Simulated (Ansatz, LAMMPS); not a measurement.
# Molecular dynamics of glassy 46SiO2-16Al2O3-16BaO-16Li2O-5Sc2O3 (mol %) (121 atoms)

Aim: follow glassy 46SiO2-16Al2O3-16BaO-16Li2O-5Sc2O3 (mol %) (121 atoms) for a short time with forces from DFT, then look at structure and electrons in the last frame.

Main program and level: Ansatz 0.2.0; Kohn-Sham DFT, PBE, PAW (set soft_2), plane waves.

### 1. The starting structure

The cell holds 121 atoms: 17 Si, 12 Al, 6 Ba, 12 Li, 4 Sc and 70 O. Its edges and angles: a = 11.674 Å, b = 11.674 Å, c = 11.674 Å, α = 90.0°, β = 90.0°, γ = 90.0°. 121 atoms (17 Si, 12 Al, 6 Ba, 12 Li, 4 Sc, 70 O) placed at random at 3.16 g/cm³, melted at 4000 K for 10 ps at fixed volume with the Morse and Coulomb pair potential with partial charges (Pedone, Malavasi, Menziani, Cormack and Segre, J. Phys. Chem. B 110, 11780 (2006)). Quenched from 4000 K to 300 K at 10 K/ps and fixed volume, held 10 ps at zero pressure, then minimised at fixed cell.

Limits known from the start: The quench rate of 10 K/ps far exceeds what a furnace or splat quench reaches, so expect more defects and frozen-in strain than in a real sample. The starting topology of bonds comes from the classical model, and needn't be the one that DFT or experiment would give. Sampling is at Γ alone, for a cell whose shortest periodic width is 12 Å. Spin–orbit coupling is left out, which matters for the levels of the heavy elements.

### 2. Dynamics at 300 K

Without a thermostat the total energy must stay constant, which tests forces and time step. The time step is 1.0 fs.

input.yaml

```yaml
crystal:
  lattice:
    - [11.67426, 0.0, 0.0]
    - [0.0, 11.67426, 0.0]
    - [0.0, 0.0, 11.67426]
  atoms:
    - { symbol: Si, position: [0.53636, 0.64259, 0.8626] }
    - { symbol: Si, position: [0.99322, 0.10316, 0.63574] }
    - { symbol: Si, position: [0.46528, 0.45154, 0.69246] }
    - { symbol: Si, position: [0.66628, 0.64263, 0.42167] }
    [... 111 atom lines left out ...]
    - { symbol: O, position: [0.22592, 0.60087, 0.24087] }
    - { symbol: O, position: [0.99302, 0.11707, 0.18559] }
    - { symbol: O, position: [0.4037, 0.14261, 0.69329] }
    - { symbol: O, position: [0.59581, 0.9797, 0.53374] }
    - { symbol: O, position: [0.2924, 0.88434, 0.7144] }
    - { symbol: O, position: [0.01757, 0.16301, 0.96739] }
kpoints:
  mp_grid: { grid: [1, 1, 1] }
hamiltonian:
  xc: pbe
scf:
  occupations: { method: fixed }
output:
  forces: true
md:
  timestep: 1.0
  n_steps: 139
  ensemble: nve
  temperature: 300
  initial_velocities: maxwell_boltzmann
  seed: 3914
```

Run with:

```console
ansatz run input.yaml --threads 4 --pin off --max-ram 8192MiB --backend cpu --events-out ev --progress --plain --runs-dir out
```

The job ended after 27 min (4 threads of Arm Neoverse V2, shared host; peak memory 2.4 GiB).

The program notes that it switched symmetry off.

Rows from the run:

```tsv
time (fs)	T (K)	potential (meV/atom)	conserved (meV/atom)
0.0	300	0.0	0.00
9.0	381	-10.5	-0.05
19.0	293	0.9	-0.01
28.0	285	1.9	-0.03
37.0	294	0.7	-0.01
46.0	354	-7.0	-0.04
56.0	316	-2.1	-0.01
65.0	338	-4.9	-0.04
74.0	315	-1.9	-0.02
83.0	318	-2.3	-0.02
93.0	319	-2.5	-0.02
102.0	338	-4.8	-0.03
111.0	334	-4.4	-0.02
120.0	326	-3.4	-0.03
130.0	319	-2.5	-0.03
139.0	334	-4.5	-0.03
```

Mean square displacement from the first frame to the last: Si 0.044 Å², Al 0.044 Å², Ba 0.074 Å², Li 0.37 Å², Sc 0.052 Å², O 0.068 Å².

The mean square displacement by time lag:

```tsv
time lag (fs)	Al (Å²)	Ba (Å²)	Li (Å²)	O (Å²)	Sc (Å²)	Si (Å²)
1.0	2.6e-5	6.4e-6	1.2e-4	4.9e-5	1.8e-5	3.2e-5
3.0	2.3e-4	5.8e-5	0.00111	4.4e-4	1.6e-4	2.8e-4
6.0	9.1e-4	2.3e-4	0.00437	0.00172	6.3e-4	0.00109
12.0	0.00335	9.1e-4	0.0166	0.00620	0.00241	0.00383
15.0	0.00492	0.00142	0.0250	0.00900	0.00366	0.00546
18.0	0.00659	0.00204	0.0343	0.0119	0.00510	0.00707
21.0	0.00828	0.00277	0.0443	0.0147	0.00670	0.00854
24.0	0.00991	0.00360	0.0546	0.0174	0.00844	0.00981
29.0	0.0124	0.00522	0.0715	0.0214	0.0115	0.0114
32.0	0.0137	0.00633	0.0812	0.0235	0.0135	0.0122
35.0	0.0149	0.00754	0.0904	0.0255	0.0154	0.0128
38.0	0.0159	0.00884	0.0992	0.0274	0.0173	0.0134
41.0	0.0169	0.0102	0.107	0.0292	0.0192	0.0140
47.0	0.0188	0.0133	0.123	0.0324	0.0227	0.0155
49.0	0.0194	0.0144	0.128	0.0334	0.0238	0.0161
52.0	0.0203	0.0162	0.136	0.0348	0.0253	0.0170
55.0	0.0214	0.0180	0.143	0.0361	0.0268	0.0179
58.0	0.0225	0.0199	0.150	0.0373	0.0281	0.0189
64.0	0.0250	0.0240	0.166	0.0397	0.0305	0.0209
67.0	0.0264	0.0261	0.174	0.0410	0.0316	0.0220
70.0	0.0278	0.0283	0.183	0.0425	0.0325	0.0232
```

Over the second half of 139 fs the temperature averages 325 K with swings of 9 K r.m.s. The conserved energy stays within 0.05 meV/atom. From first frame to last Li has the largest mean square displacement, 0.37 Å² at the end; the farthest move is 1.82 Å. The run spans 0.14 ps, too short for its means to be equilibrium values.

### 3. Local order late in the run

The g(r) is a mean over the second half; what follows it is taken at the last frame.

Density 3.14 g/cm³, 13.15 Å³ an atom.

Mean of 15 frames. Pair distribution functions g(r), in bins of 0.2 Å:

```tsv
r (Å)	total	O-O	O-Si	O-Al	O-Li	O-Ba	O-Sc
1.50	0.33	0.00	2.03	0.00	0.00	0.00	0.00
1.70	2.87	0.00	11.28	8.32	0.64	0.00	0.00
1.90	0.98	0.00	0.06	3.21	4.46	0.00	2.38
2.10	0.59	0.00	0.00	0.31	2.54	0.00	6.80
2.30	0.17	0.01	0.00	0.00	0.89	0.04	1.24
2.50	0.55	1.03	0.00	0.00	0.36	1.71	0.00
2.70	1.50	3.51	0.00	0.00	0.34	2.78	0.00
2.90	1.11	1.89	0.09	0.13	0.53	1.54	0.00
3.10	1.14	1.34	0.27	0.37	0.86	1.38	0.34
3.30	0.97	0.83	0.56	0.76	0.89	1.39	0.32
3.50	0.97	0.76	1.08	1.00	1.02	0.61	0.85
3.70	0.96	0.67	1.42	1.30	0.90	0.68	1.15
3.90	1.06	0.68	1.52	2.15	1.23	0.84	0.78
4.10	1.14	0.75	1.79	1.47	1.73	0.87	1.21
4.30	1.07	0.69	1.52	1.65	1.55	0.48	1.56
4.50	0.98	0.77	1.06	1.29	1.16	0.62	1.86
4.70	0.90	0.91	0.77	0.90	0.86	1.16	1.17
4.90	0.94	1.10	0.75	0.50	0.72	1.84	0.84
5.10	1.03	1.52	0.70	0.58	0.72	1.31	0.30
5.30	1.06	1.48	0.60	0.74	0.71	1.10	0.77
5.50	1.00	1.17	0.87	0.75	0.83	0.77	0.76
5.70	1.03	1.10	1.11	0.88	0.93	0.89	0.69
```

Bonds by pair of elements; cutoffs follow the first minimum of g(r), held within bounds set by covalent radii, and pairs that aren't listed don't count as bonded:

```tsv
pair A-B	cutoff (Å)	bonds	mean length (Å)	spread (Å)	shortest (Å)	B about A	A about B
O-Si	2.16	68	1.64	0.044	1.55	0.971	4
O-Al	2.43	50	1.78	0.079	1.68	0.714	4.17
O-Li	2.58	48	2.04	0.185	1.73	0.686	4
O-Ba	3.29	45	2.88	0.226	2.50	0.643	7.5
O-Sc	2.76	20	2.10	0.11	1.95	0.286	5
```

The cutoff for O-Ba falls short of the minimum of g(r), so counts run low and odd coordinations can be artefacts.

How many atoms have how many bonded neighbours:

```tsv
element	mean	2	3	4	5	6	7	11
Al	4.17	0	0	10	2	0	0	0
Ba	7.5	0	0	0	0	1	4	1
Li	4	0	2	8	2	0	0	0
O	3.3	6	38	25	1	0	0	0
Sc	5	0	0	0	4	0	0	0
Si	4	0	0	17	0	0	0	0
```

Bond angles (no mean is given where the spread exceeds 20°):

```tsv
angle	count	mean (°)	spread (°)
O-Si-O	102	109	7
O-Al-O	80	109	15.4
O-Li-O	74	-	-
Ba-O-Si	43	106	19.9
```

Oxygen atoms by the number of network formers (Si, P, Ge, B, Al, As, Ga) bound to them:

```tsv
network formers bound to O	O atoms	per cent
0	0	0
1	23	32.9
2	46	65.7
3	1	1.4
```

Network units: each former by its oxygen neighbours and how many of them bridge to another former:

```tsv
former	O neighbours	bridging O	atoms
Si	4	1	2
Si	4	2	3
Si	4	3	6
Si	4	4	6
Al	4	3	4
Al	4	4	6
Al	5	4	1
Al	5	5	1
```

Bond length by coordination (bonds to H left out):

```tsv
element	coordination	atoms	mean bond length (Å)
Al	4	10	1.75
Al	5	2	1.89
Ba	6	1	2.79
Ba	7	4	2.85
Ba	11	1	2.99
Li	3	2	1.96
Li	4	8	2.05
Li	5	2	2.06
O	2	6	1.69
O	3	38	1.97
O	4	25	2.14
O	5	1	2.35
```

Rings of the network by King's shortest-path rule, up to 12 atoms, one path for each pair of neighbours; H, halogens, alkali and alkaline-earth atoms are left out, and the last column divides by all other atoms, bonded or not:

```tsv
ring size (atoms)	rings	per network atom
4	2	0.019
6	3	0.029
8	13	0.126
10	22	0.214
12	24	0.233
```

For some of the pairs, g(r) has its first main peak near 2.7 Å (O-O), 1.6 Å (O-Si), 1.8 Å (O-Al), 2.0 Å (O-Li), 2.6 Å (O-Ba) and 2.1 Å (O-Sc). The O-Si-O angle averages 109° with a spread of 7°. Counting bonds to Si and Al alone, not to Sc, 66 % of the oxygens join two of these atoms and 33 % one; 1 % join three. Rings of 12 atoms are the most common (38 % of those counted); sizes run from 4 to 12, where the search stops.

### 4. Single point at the last frame

The last frame is solved again with fuller output, to read the electronic structure of a thermally displaced geometry.

input.yaml

```yaml
crystal:
  lattice:
    - [11.67426, 0.0, 0.0]
    - [0.0, 11.67426, 0.0]
    - [0.0, 0.0, 11.67426]
  atoms:
    - { symbol: Si, position: [0.52645, 0.63124, 0.85429] }
    - { symbol: Si, position: [0.9755, 0.08171, 0.63454] }
    - { symbol: Si, position: [0.4377, 0.44201, 0.6913] }
    - { symbol: Si, position: [0.6755, 0.63445, 0.4078] }
    [... 111 atom lines left out ...]
    - { symbol: O, position: [0.20965, 0.62667, 0.2551] }
    - { symbol: O, position: [0.98708, 0.11448, 0.18264] }
    - { symbol: O, position: [0.39381, 0.14341, 0.67347] }
    - { symbol: O, position: [0.60628, 0.96153, 0.52244] }
    - { symbol: O, position: [0.28662, 0.86382, 0.70502] }
    - { symbol: O, position: [0.01871, 0.16334, 0.95492] }
kpoints:
  mp_grid: { grid: [1, 1, 1] }
hamiltonian:
  xc: pbe
scf:
  occupations: { method: fixed }
output:
  forces: true
  stress: true
  populations: true
  dos:
    method: { smearing: { sigma: 0.1 } }
    de: 0.1
    projected: { site_lists: { Al: [Al], Ba: [Ba], Li: [Li], O: [O], Sc: [Sc] } }
  eigenvalues: true
  write_density: true
  write_potential: true
  volumetric_format: npy
  elf: true
```

Wall time 39 s (4 threads); peak memory 2.4 GiB; 2.5 min of CPU time.

Numbers from this run:

```yaml
free_energy: -103835.2719 eV
free_energy_per_atom: -858.1427 eV/atom
scf_cycles: 10
pressure: 2.41 GPa
r_m_s_force_component: 0.7631 eV/Å
longest_force: 3.66 eV/Å
fermi_energy: 4.438 eV
spacing_of_highest_filled_and_lowest_empty_level: 3.819 eV
spilling_of_the_projection: 0.01114
```

Length of the force by element:

```tsv
element	coordination	atoms	mean length of the force (eV/Å)	spread	least	most
Al	all	12	1.32	0.479	0.658	2.12
Ba	all	6	0.649	0.207	0.361	0.971
Li	all	12	0.707	0.299	0.194	1.14
O	all	70	1.07	0.486	0.187	2.52
Sc	all	4	0.914	0.275	0.703	1.39
Si	all	17	1.95	0.860	0.627	3.66
```

Löwdin charges by element (they lack the spilled electrons, 0.061 e an atom on average):

```tsv
element	coordination	atoms	mean charge (e)	spread	least	most
Al	all	12	1.25	0.0421	1.18	1.32
Ba	all	6	1.90	0.0156	1.87	1.91
Li	all	12	0.809	0.0197	0.777	0.832
O	all	70	-0.880	0.0565	-1.01	-0.776
Sc	all	4	1.27	0.0531	1.20	1.33
Si	all	17	1.63	0.0527	1.54	1.72
```

States in the cell by windows of 1 eV, zero at the Fermi level; the larger projections on atomic orbitals stand beside the total:

```tsv
from (eV)	to (eV)	total	O p	Ba p
-14	-12	0.0	0.0	0.0
-12	-11	0.3	0.0	0.3
-11	-10	35.7	1.4	33.4
-10	-9	2.0	1.3	0.0
-9	-8	6.4	4.3	0.0
-8	-7	9.2	6.3	0.0
-7	-6	20.1	14.5	0.1
-6	-5	26.7	20.2	0.1
-5	-4	49.2	38.2	0.2
-4	-3	66.1	55.1	0.3
-3	-2	82.8	74.1	0.3
-2	-1	93.1	86.2	0.4
-1	0	62.8	59.7	0.2
0	1	1.6	1.5	0.0
1	3	0.0	0.0	0.0
3	4	2.0	0.1	0.0
4	5	15.2	1.2	0.0
```

With fixed occupations the program's Fermi level is the highest filled level; weight inside the gap is the broadening of levels at its edges.

Between -26 and -14 eV lie 157 more states.

The stored curve holds about 613 of the 664 electrons; the rest, give or take the few that broadening carries across the Fermi level, lie in deeper levels below its range.

Not all projections were asked for or kept, so they needn't add up to the total.

The levels nearest the highest filled one (over half full), pooled over k-points and spins:

```tsv
level less the highest filled one (eV)	occupation
-0.251	2
-0.191	2
-0.153	2
-0.133	2
-0.0232	2
0	2
3.82	0
4.39	0
4.51	0
4.55	0
4.72	0
4.74	0
```

Mean Löwdin charges: Al +1.25, Ba +1.90, Li +0.81, O -0.88, Sc +1.27, Si +1.63 e (they miss 1.1 % of the electrons, so they add up to more than the cell's charge).

### 5. What came out

| Item | Value |
| --- | --- |
| mean temperature, second half | 325 K |
| temperature swing, second half | 9.336 K |
| slope of the conserved energy against time, by least squares | -0.0082 meV/atom/ps |
| free energy per atom | -858.1427 eV/atom |
| pressure | 2.41 GPa |
| r.m.s. force component | 0.7631 eV/Å |
| gap (highest filled to lowest empty level) | 3.819 eV |
| wall time of the 2 DFT runs | 27 min |

Over the second half of 139 fs the temperature averages 325 K with swings of 9 K r.m.s. The conserved energy stays within 0.05 meV/atom. The run spans 0.14 ps, too short for its means to be equilibrium values. Counting bonds to Si and Al alone, not to Sc, 66 % of the oxygens join two of these atoms and 33 % one; 1 % join three. The highest filled and lowest empty levels differ by 3.82 eV (at Γ alone); a semilocal functional tends to put such gaps too low. In a disordered cell it changes from sample to sample, and tail or defect levels can set it.

What to keep in mind: The pressure of 2.4 GPa is that of one thermal frame at a volume set beforehand, without the kinetic term.

[Logs are printed without paths, hosts, clocks, repeated set-up lines and the standing remarks that a program may print on its own settings, such as how far it seeks lower states.]

[Hosts, paths, dates, database ids (printed as entryN), source tags and the programs' standing remarks are cut or masked in the printed files.]
